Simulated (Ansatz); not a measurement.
# How many bands does the GW gap of SiO2 (Fddd) need?

Wanted: a G0W0 gap for SiO2 (Fddd) that is converged in bands and cutoff, or an estimate of the limit.

Main program and level: Ansatz 0.2.0; G0W0 on LDA, plane waves, PAW; PAW set soft_1.

### 1. The structure

The structure is orthorhombic, space group Fddd (No. 70). The conventional cell has a = 4.719 Å, b = 9.433 Å, c = 14.726 Å, α = 90.00°, β = 90.00°, γ = 90.00°. Nearest to Si lie 4 O at 1.60 to 1.62 Å. Nearest to O lie 2 Si at 1.60 Å. Nearest to O lie 2 Si at 1.62 Å. Farther neighbours and most contacts between anions are not listed.

Structure file:

```cif
data_structure
_symmetry_space_group_name_H-M 'P 1'
_symmetry_Int_Tables_number 1
_cell_length_a 8.7438
_cell_length_b 7.7316
_cell_length_c 5.2736
_cell_angle_alpha 82.152
_cell_angle_beta 61.159
_cell_angle_gamma 36.689
_cell_volume 163.87
loop_
_atom_site_label
_atom_site_type_symbol
_atom_site_fract_x
_atom_site_fract_y
_atom_site_fract_z
_atom_site_occupancy
Si1 Si 0.56323 0.56323 0.93677 1
Si2 Si 0.31323 0.31323 0.68677 1
Si3 Si 0.68677 0.68677 0.31323 1
Si4 Si 0.93677 0.93677 0.56323 1
O5 O 0.62500 0.12500 0.62500 1
O6 O 0.62500 0.62500 0.12500 1
O7 O 0.62500 0.62500 0.62500 1
O8 O 0.12500 0.62500 0.62500 1
O9 O 0.18656 0.81344 0.18656 1
O10 O 0.81344 0.18656 0.81344 1
O11 O 0.43656 0.06344 0.43656 1
O12 O 0.06344 0.43656 0.06344 1
```

The cell and positions are those that the Materials Project relaxed with its own functionals (PBE, PBE+U or r2SCAN), kept fixed.

### 2. 147 empty bands, screening to 54 eV

Now the one-shot GW correction: screening in the RPA, then the self-energy of the levels asked for. This step takes PAW set soft_1 files.

The input, input.yaml:

```yaml
crystal:
  lattice:
    - [0.0, 4.71625711, 7.3627753715]
    - [2.3595806657, 0.0, 7.3627753715]
    - [2.3595806657, 4.71625711, 0.0]
  atoms:
    - { symbol: Si, position: [0.56323108, 0.56323108, 0.93676892] }
    - { symbol: Si, position: [0.31323108, 0.31323108, 0.68676892] }
    - { symbol: Si, position: [0.68676892, 0.68676892, 0.31323108] }
    - { symbol: Si, position: [0.93676892, 0.93676892, 0.56323108] }
    - { symbol: O, position: [0.625, 0.125, 0.625] }
    - { symbol: O, position: [0.625, 0.625, 0.125] }
    - { symbol: O, position: [0.625, 0.625, 0.625] }
    - { symbol: O, position: [0.125, 0.625, 0.625] }
    - { symbol: O, position: [0.1865604, 0.8134396, 0.1865604] }
    - { symbol: O, position: [0.8134396, 0.1865604, 0.8134396] }
    - { symbol: O, position: [0.4365604, 0.0634396, 0.4365604] }
    - { symbol: O, position: [0.0634396, 0.4365604, 0.0634396] }
kpoints:
  mp_grid: { grid: [4, 4, 4] }
hamiltonian:
  xc: lda
  pseudopotentials: { kind: paw, azcp: { folder: soft_1 }, xc_functional: pbe }
scf:
  occupations: { method: fixed }
gw:
  n_empty_bands: 147
  ecut_chi: 54
  qp_bands: [v4, c4]
  qp_kpoints: band_edges
  screening: { model: contour_deformation }
```

The run is started by

```
$ ansatz run input.yaml --threads 3 --pin off --max-ram 92160MiB --backend cuda --events-out ev --progress --plain --runs-dir out --devices 1 --max-vram 13GiB
```

Numbers of over 12 decimals in the logs are rounded to 6 here.

Log:

```text
GPUs: using 1 of 1 available (devices: 1).
Engine: ansatz 0.2.0, x86_64-unknown-linux-gnu
Pseudopotentials: kind: paw
Pseudopotential: Si, paw, valence charge 4, recommended cutoff 420 eV (normal), soft_1/Si.paw.azcp
Pseudopotential: O, paw, valence charge 6, recommended cutoff 420 eV (normal), soft_1/O.paw.azcp
Functional definition: SPW92
  exchange = slater_x
  correlation = pw_c
device memory: the entry about to start is reckoned to put 3.9 GiB on a device that reports 42.5 GiB free (of which the cap on the GPU budget leaves the run 13.0 GiB)
GPU FFT provider: cuFFT
GPU libraries: cuBLAS 13.8.2, cuFFT 12.4.0, cuSOLVER 12.3.4
Crystal: 12 atoms, lattice volume = 163.872 Å³
Basis set: ecut = 420 eV, 3169 PW (Γ)
Bands: 44, of which v1, the nominal top of the filled ones, is band 32 counted from 1 (31 counted from 0)
Symmetry: 8 space group operations
Space group: Fddd (ITA 70), of the structure as read, at distance tolerance 5.5e-5 Å
k-points: 18 of 64
Non-local potential: Si, projectors of the file, l = 0: 2, l = 1: 2, l = 2: 1
Non-local potential: O, projectors of the file, l = 0: 2, l = 1: 2, l = 2: 1
PAW form: soft (Blöchl's): semilocal exchange-correlation on the pseudo side does not see the compensation charge
PAW frozen core: Si, regenerated for the run's functional, and the local potential with it (the file was generated under x = pbe(κ = 0.804, μ = 0.219515), c = pbe(β = 0.066725))
PAW frozen core: O, regenerated for the run's functional, and the local potential with it (the file was generated under x = pbe(κ = 0.804, μ = 0.219515), c = pbe(β = 0.066725))
PAW one-centre angular grid: Si, 110 points (default); XC on 64 Gauss nodes
PAW one-centre angular grid: O, 110 points (default); XC on 64 Gauss nodes
Initial density: superposition of atomic densities (chi_scale 0.1, normalization cell, long waves kept (reshape's long-wave potential 0.01 eV rms))
Initial wavefunctions: pseudopotential atomic-orbital guess
GPU buffer pool allocated for 116640 grid points (all kernels)
GPU transforms: local potential and band sums: pruned to the plane-wave sphere, on 60×54×36
Functional: x = slater, c = lda
SCF iter   1: F=—  HF=-6897.269031 eV  |F-HF|=—  |Δ(HF+E_count)|=         —  Δρ=1.22e-1  dr2=2.19e1  ethr=3.10e-3  ⟨swp⟩=4.8  Hψ=3262  notcnv=0  defer=148
preconditioner: auto → Resta (q_TF=auto, 2.333 Å⁻¹)  ε∞=2.7  [insulator: Δε(μ)=7.136 eV  Ē_g=17.907 eV  n_scr=30 (ndim 8)  ℏωp=23.2 eV  f_vac=0.049  ε∞_Penn≈2.7]
SCF iter   2: F=—  HF=-6891.057086 eV  |F-HF|=—  |Δ(HF+E_count)|=    6.21e0  Δρ=4.17e-2  dr2=1.16e0  ethr=3.10e-3  ⟨swp⟩=3.7  Hψ=2098  notcnv=0  defer=160
SCF iter   3: F=—  HF=-6890.792108 eV  |F-HF|=—  |Δ(HF+E_count)|=   2.65e-1  Δρ=1.96e-2  dr2=3.66e-1  ethr=1.82e-3  ⟨swp⟩=1.9  Hψ=738  notcnv=0  defer=175
SCF iter   4: F=—  HF=-6890.708061 eV  |F-HF|=—  |Δ(HF+E_count)|=   8.40e-2  Δρ=1.59e-3  dr2=3.17e-3  ethr=5.72e-4  ⟨swp⟩=3.0  Hψ=1289  notcnv=0  defer=179
SCF iter   5: F=—  HF=-6890.710174 eV  |F-HF|=—  |Δ(HF+E_count)|=   2.11e-3  Δρ=1.30e-3  dr2=2.00e-3  ethr=4.95e-6  ⟨swp⟩=2.6  Hψ=1426  notcnv=0  defer=180
SCF iter   6: F=—  HF=-6890.709742 eV  |F-HF|=—  |Δ(HF+E_count)|=   4.32e-4  Δρ=1.85e-4  dr2=5.88e-5  ethr=3.13e-6  ⟨swp⟩=2.1  Hψ=1155  notcnv=0  defer=180
SCF iter   7: F=—  HF=-6890.709762 eV  |F-HF|=—  |Δ(HF+E_count)|=   2.03e-5  Δρ=5.08e-5  dr2=3.17e-6  ethr=9.19e-8  ⟨swp⟩=2.1  Hψ=1146  notcnv=0  defer=177
SCF iter   8: F=-6890.709766 eV  HF=-6890.709766 eV  |F-HF|=7.34e-8  |Δ(HF+E_count)|=   3.50e-6  Δρ=7.54e-6  dr2=9.25e-8  ethr=1.56e-10  ⟨swp⟩=14.2  Hψ=5069  notcnv=0
SCF 1 converged in 8 iterations: F = -6890.709766 eV  dr2 = 9.25e-8
  greatest PAW one-centre occupation: 0.856 electrons in one spin orbital (limit 2), on the O atom at site 11 (counted from 0), in its partial waves of l = 0
device memory: the entry about to start is reckoned to put 4.8 GiB (of the 4.9 GiB reckoned in all, the device holds 0.1 GiB already) on a device that reports 44.7 GiB free (of which the cap on the GPU budget leaves the run 13.0 GiB)
NSCF: frozen V_eff on 18 k-points
the band table was solved once the SCF had ended and its energy, with any forces and stress, was formed, with the checks that follow a solve (3534 applications of the Hamiltonian). They found nothing against the state; the energy, forces and stress were not computed again (output.eigenvalues in the input reference)
device memory: the entry about to start is reckoned to put 4.1 GiB on a device that reports 45.3 GiB free (of which the cap on the GPU budget leaves the run 13.0 GiB)
NSCF: frozen V_eff on 18 k-points
G₀W₀ screening: q 1/18
[... further progress lines ...]
device memory: the entry about to start is reckoned to put 1.1 GiB on a device that reports 47.4 GiB free (of which the cap on the GPU budget leaves the run 13.0 GiB)
NSCF: frozen V_eff on 1 k-points
device memory: the entry about to start is reckoned to put 1.1 GiB on a device that reports 47.4 GiB free (of which the cap on the GPU budget leaves the run 13.0 GiB)
NSCF: frozen V_eff on 1 k-points
SCF converged after 8 iterations
Free energy (F): -6890.709766 eV
Harris-Foulkes:  -6890.709766 eV  (|F-HF|=7.34e-8)
Internal energy: -6890.709766 eV  (E = F + TS)
E sigma→0 (E₀):  -6890.709766 eV
Fermi energy:    1.447511 eV
--- Per-component energies (eV) ---
  E_band       = -345.440159
  E_kinetic    = 1546.653873
  E_local      = -4240.163944  (includes V_loc(G=0)·N_el)
  E_nonlocal   = 528.931622
  E_hartree    = 1558.261466
  E_xc         = -789.627636
  E_vxc        = -919.888347  (∫ρ·V_xc dr)
  E_paw        = -3165.226850  (= ΣΔE_a)
  E_vpaw       = -377.502226  (= ΣTr[D̂ρ^β])
  E_aug_tail   = 0.006884  (compensation charges beyond the density's cutoff)
  E_ewald      = -2330.657877
  E_core_change = 1.112695  (= ΣΔE_core)
  E_smearing   = -0.000000  (= −TS)
  E_closure    = -0.000000  (closes the sum)
  Σ components = -6890.709766   (vs F -6890.709766, Δ=0.00e0)
--- Band table (eV; the first three rows and the last of 18) ---
  k-point 0: bands = [... 28 lower, 0.8042, 1.0083, 1.4099, 1.4475, 6.9810, 9.5144, 9.5647, 9.9041, ... 8 higher]
  k-point 1: bands = [... 28 lower, 0.6813, 1.0260, 1.2064, 1.2809, 7.9190, 9.9867, 10.0478, 10.2783, ... 8 higher]
  k-point 2: bands = [... 28 lower, 0.8286, 0.8734, 1.1237, 1.1847, 9.4064, 9.9763, 10.2058, 10.7001, ... 8 higher]
  k-point 17: bands = [... 28 lower, 0.8148, 0.8148, 1.2814, 1.2814, 8.1256, 8.1256, 10.0021, 10.0021, ... 8 higher]
--- G₀W₀: contour deformation, 5 samples at zero and on the imaginary axis and 2 off it, 64 q-points, 147 empty bands' worth ---
  eigenvalues of the whole cell's RPA ε∞ on this k-mesh (on a slab, of 1 + 4πα/V) = 2.2830, 2.3377, 2.3451; static W/v taken at q = 0 is 0.431294
  bands read: the sum over 179 bands ends inside a degenerate multiplet in 6 slots, whose members it reads at an even weight; the widest, k=6: bands 179 to 180 (counted from 1) at 1/2 each
  gw.qp_kpoints: band_edges: 18 of 18 stored k-points solved, in 1 pass; an edge of the gap read off the rows below is read off those points alone
    ik  band        ε_KS         Σx   Σc(E_QP)       V_xc       Z   E_QP_lin       E_QP  E_QP is
     0    29      0.8042   -26.3416     4.4358   -20.5507  0.8135    -0.5669    -0.5509  root
     0    30      1.0083   -26.5876     4.4988   -20.7265  0.8123    -0.3703    -0.3540  root
     0    31      1.4099   -26.9245     4.4516   -21.2008  0.8143     0.1242     0.1377  root
     0    32      1.4475   -26.5903     4.4461   -20.8379  0.8137     0.1266     0.1412  root
     0    33      6.9810    -6.9733    -3.2486   -11.7613  0.8736     8.5333     8.5203  root
     0    34      9.5144    -6.1078    -3.6329   -11.8416  0.8656    11.6434    11.6152  root
     0    35      9.5647    -5.5973    -3.5925   -11.2726  0.8668    11.6750    11.6474  root
     0    36      9.9041    -7.7439    -3.4148   -13.2195  0.8588    11.9942    11.9648  root
     1    29      0.6813   -26.1489     4.4778   -20.2685  0.8112    -0.7392    -0.7213  root
     1    30      1.0260   -26.4125     4.4576   -20.6081  0.8130    -0.3366    -0.3207  root
     1    31      1.2064   -26.5855     4.4437   -20.8281  0.8136    -0.1221    -0.1073  root
     1    32      1.2809   -26.5693     4.4567   -20.7950  0.8131    -0.0517    -0.0367  root
     1    33      7.9190    -7.4924    -3.2264   -12.4070  0.8685     9.6240     9.6073  root
     1    34      9.9867    -7.2335    -3.6187   -13.0057  0.8603    12.1721    12.1403  root
     1    35     10.0478    -7.1512    -3.5629   -12.8362  0.8605    12.2008    12.1699  root
     1    36     10.2783    -6.2082    -3.5949   -11.9268  0.8622    12.4328    12.4019  root
     2    29      0.8286   -26.1856     4.4634   -20.3406  0.8114    -0.5702    -0.5530  root
     2    30      0.8734   -26.2795     4.4612   -20.4582  0.8118    -0.5033    -0.4867  root
     2    31      1.1237   -26.6072     4.4582   -20.8282  0.8134    -0.2121    -0.1971  root
     2    32      1.1847   -26.6396     4.4644   -20.8509  0.8131    -0.1548    -0.1396  root
     2    33      9.4064    -7.4892    -3.4588   -12.8954  0.8626    11.3789    11.3538  root
     2    34      9.9763    -7.5173    -3.3339   -12.8221  0.8606    11.9737    11.9471  root
     2    35     10.2058    -9.5201    -3.9343   -15.8945  0.8535    12.6889    12.6458  root
     2    36     10.7001    -6.2928    -3.6438   -12.0822  0.8615    12.8782    12.8457  root
[...]
17    29      0.8148   -25.9232     4.4176   -20.1120  0.8120    -0.5963    -0.5788  root
    17    30      0.8148   -25.9232     4.4176   -20.1120  0.8120    -0.5963    -0.5788  root
    17    31      1.2814   -26.5485     4.4288   -20.8144  0.8140    -0.0384    -0.0238  root
    17    32      1.2814   -26.5485     4.4288   -20.8144  0.8140    -0.0384    -0.0238  root
    17    33      8.1256    -7.6193    -3.2170   -12.5606  0.8672     9.8676     9.8499  root
    17    34      8.1256    -7.6193    -3.2170   -12.5606  0.8672     9.8676     9.8499  root
    17    35     10.0021    -6.5266    -3.5560   -12.2452  0.8618    12.1961    12.1646  root
    17    36     10.0021    -6.5266    -3.5560   -12.2452  0.8618    12.1961    12.1646  root
```

It took 28 s on 1 × NVIDIA H100 80GB HBM3 (shared by 6 runs) with 3 threads of AMD EPYC 7R13 (Zen 3), shared host; peak memory 1.4 GiB.

In the SCF lines HF is the Harris–Foulkes energy and dr2 the Hartree energy of the density residual, in eV; the loop may stop once dr2 is under the threshold and the program's other checks hold. Hψ counts applications of the Hamiltonian.

This step gave:

- bands summed: 179
- RPA ε∞ on this mesh (eigenvalues): 2.283, 2.338, 2.345
- plane waves in the screening matrix: 139
- q-points in the mesh: 64
- G0W0 gap on the mesh: 8.379 eV
- k of the valence top: 0, 0, 0
- k of the conduction bottom: 0, 0, 0
- starting gap on the mesh: 5.533 eV
- Z at the valence top: 0.8137
- Z at the conduction bottom: 0.8736
- least direct G0W0 gap on the computed points: 8.379 eV

The gap on the mesh goes from 5.53 eV to 8.38 eV, a correction of +2.85 eV. Between the two edge states, bare exchange in place of the xc potential would open the gap by 10.54 eV, and correlation takes back 7.69 eV.

### 3. 417 empty bands, screening to 108 eV

Bands and screening cutoff are moved together, since each hides the error of the other.

input.yaml: that of step 2 with these lines changed.

```diff
@@ -26,4 +26,4 @@
 gw:
-  n_empty_bands: 147
-  ecut_chi: 54
+  n_empty_bands: 417
+  ecut_chi: 108
   qp_bands: [v4, c4]
```

Log:

```text
GPUs: using 1 of 1 available (devices: 1).
[...]
GPU FFT provider: cuFFT
GPU libraries: cuBLAS 13.8.2, cuFFT 12.4.0, cuSOLVER 12.3.4
Crystal: 12 atoms, lattice volume = 163.872 Å³
Basis set: ecut = 420 eV, 3169 PW (Γ)
Bands: 44, of which v1, the nominal top of the filled ones, is band 32 counted from 1 (31 counted from 0)
Symmetry: 8 space group operations
[...]
k-points: 18 of 64
[...]
GPU buffer pool allocated for 116640 grid points (all kernels)
[...]
SCF iter   1: F=—  HF=-6897.269031 eV  |F-HF|=—  |Δ(HF+E_count)|=         —  Δρ=1.22e-1  dr2=2.19e1  ethr=3.10e-3  ⟨swp⟩=4.8  Hψ=3262  notcnv=0  defer=148
[...]
SCF iter   8: F=-6890.709766 eV  HF=-6890.709766 eV  |F-HF|=7.34e-8  |Δ(HF+E_count)|=   3.50e-6  Δρ=7.54e-6  dr2=9.25e-8  ethr=1.56e-10  ⟨swp⟩=14.2  Hψ=5069  notcnv=0
SCF 1 converged in 8 iterations: F = -6890.709766 eV  dr2 = 9.25e-8
[...]
NSCF: frozen V_eff on 18 k-points
[...]
G₀W₀ screening: q 1/18
[... further progress lines ...]
[...]
SCF converged after 8 iterations
Free energy (F): -6890.709766 eV
[...]
Internal energy: -6890.709766 eV  (E = F + TS)
E sigma→0 (E₀):  -6890.709766 eV
Fermi energy:    1.447511 eV
[...]
--- Band table (eV; the first three rows and the last of 18) ---
  k-point 0: bands = [... 28 lower, 0.8042, 1.0083, 1.4099, 1.4475, 6.9810, 9.5144, 9.5647, 9.9041, ... 8 higher]
  k-point 1: bands = [... 28 lower, 0.6813, 1.0260, 1.2064, 1.2809, 7.9190, 9.9867, 10.0478, 10.2783, ... 8 higher]
  k-point 2: bands = [... 28 lower, 0.8286, 0.8734, 1.1237, 1.1847, 9.4064, 9.9763, 10.2058, 10.7001, ... 8 higher]
  k-point 17: bands = [... 28 lower, 0.8148, 0.8148, 1.2814, 1.2814, 8.1256, 8.1256, 10.0021, 10.0021, ... 8 higher]
[...]
0    29      0.8042   -26.3416     4.2183   -20.5507  0.8052    -0.7898    -0.7684  root
     0    30      1.0083   -26.5876     4.2866   -20.7265  0.8039    -0.5877    -0.5661  root
     0    31      1.4099   -26.9245     4.2281   -21.2008  0.8053    -0.1042    -0.0857  root
     0    32      1.4475   -26.5903     4.2314   -20.8379  0.8048    -0.0931    -0.0735  root
     0    33      6.9810    -6.9733    -3.3108   -11.7613  0.8695     8.4696     8.4581  root
     0    34      9.5144    -6.1078    -3.8777   -11.8416  0.8623    11.3919    11.3704  root
     0    35      9.5647    -5.5973    -3.8463   -11.2726  0.8638    11.4144    11.3937  root
     0    36      9.9041    -7.7439    -3.6060   -13.2195  0.8539    11.7968    11.7736  root
[...]
17    33      8.1256    -7.6193    -3.3255   -12.5606  0.8626     9.7563     9.7414  root
    17    34      8.1256    -7.6193    -3.3255   -12.5606  0.8626     9.7563     9.7414  root
    17    35     10.0021    -6.5266    -3.8107   -12.2452  0.8578    11.9337    11.9099  root
    17    36     10.0021    -6.5266    -3.8107   -12.2452  0.8578    11.9337    11.9099  root
```

Wall time 55 s (1 × NVIDIA H100 80GB HBM3 (shared by 6 runs) with 3 threads); peak memory 2.1 GiB.

This step gave:

| Quantity | Value |
| --- | --- |
| bands summed | 449 |
| RPA ε∞ on this mesh (eigenvalues) | 2.273, 2.324, 2.337 |
| plane waves in the screening matrix | 425 |
| q-points in the mesh | 64 |
| G0W0 gap on the mesh | 8.532 eV |
| k of the valence top | 0, 0, 0 |
| k of the conduction bottom | 0, 0, 0 |
| starting gap on the mesh | 5.533 eV |
| Z at the valence top | 0.8048 |
| Z at the conduction bottom | 0.8695 |
| least direct G0W0 gap on the computed points | 8.532 eV |

Against the run with 4×4×4 mesh, 147 empty bands, screening to 54 eV, PAW set soft_1 files, the gap moves by +0.15 eV.

### 4. 898 empty bands, screening to 180 eV

input.yaml: that of step 3 with these lines changed.

```diff
@@ -26,4 +26,4 @@
 gw:
-  n_empty_bands: 417
-  ecut_chi: 108
+  n_empty_bands: 898
+  ecut_chi: 180.0
   qp_bands: [v4, c4]
```

Log:

```text
GPUs: using 1 of 1 available (devices: 1).
[...]
GPU FFT provider: cuFFT
GPU libraries: cuBLAS 13.8.2, cuFFT 12.4.0, cuSOLVER 12.3.4
Crystal: 12 atoms, lattice volume = 163.872 Å³
Basis set: ecut = 420 eV, 3169 PW (Γ)
Bands: 44, of which v1, the nominal top of the filled ones, is band 32 counted from 1 (31 counted from 0)
Symmetry: 8 space group operations
[...]
k-points: 18 of 64
[...]
0    36      9.9041    -7.7439    -3.7153   -13.2195  0.8525    11.6845    11.6643  root
[...]
17    33      8.1256    -7.6193    -3.4079   -12.5606  0.8608     9.6721     9.6590  root
    17    34      8.1256    -7.6193    -3.4079   -12.5606  0.8608     9.6721     9.6590  root
    17    35     10.0021    -6.5266    -3.9107   -12.2452  0.8572    11.8309    11.8100  root
    17    36     10.0021    -6.5266    -3.9107   -12.2452  0.8572    11.8309    11.8100  root
[key lines of the parts left out:]
SCF converged after 8 iterations
Free energy (F): -6890.709766 eV
Fermi energy:    1.447511 eV
```

Elapsed: 3.3 min, on 1 × NVIDIA H100 80GB HBM3 (shared by 6 runs) with 3 threads; peak memory 4.4 GiB; 5.9 min of CPU time.

Numbers from this step:

```yaml
bands_summed: 930
rpa_eps_infinity_on_this_mesh_eigenvalues: 2.260, 2.312, 2.320
plane_waves_in_the_screening_matrix: 915
g0w0_gap_on_the_mesh: 8.731 eV
k_of_the_valence_top: 0, 0, 0
k_of_the_conduction_bottom: 0, 0, 0
starting_gap_on_the_mesh: 5.533 eV
least_direct_g0w0_gap_on_the_computed_points: 8.731 eV
```

Against the run with 4×4×4 mesh, 417 empty bands, screening to 108 eV, PAW set soft_1 files, the gap moves by +0.20 eV.

[end of part 1 of 2]

[Paths, hosts, dates, memory and timing lines, banners, echoed tables and standing remarks are left out of the program output.]

[Logs are printed without paths, hosts, clocks, repeated set-up lines and the standing remarks that a program may print on its own settings, such as how far it seeks lower states.]

[Runs of the session that timed out or met a known fault of the program may be left out.]

[Cells called generated may have been cut or substituted from an entry of the Crystallography Open Database or the Materials Project.]

[Hosts, paths, dates, database ids (printed as entryN), source tags and the programs' standing remarks are cut or masked in the printed files.]
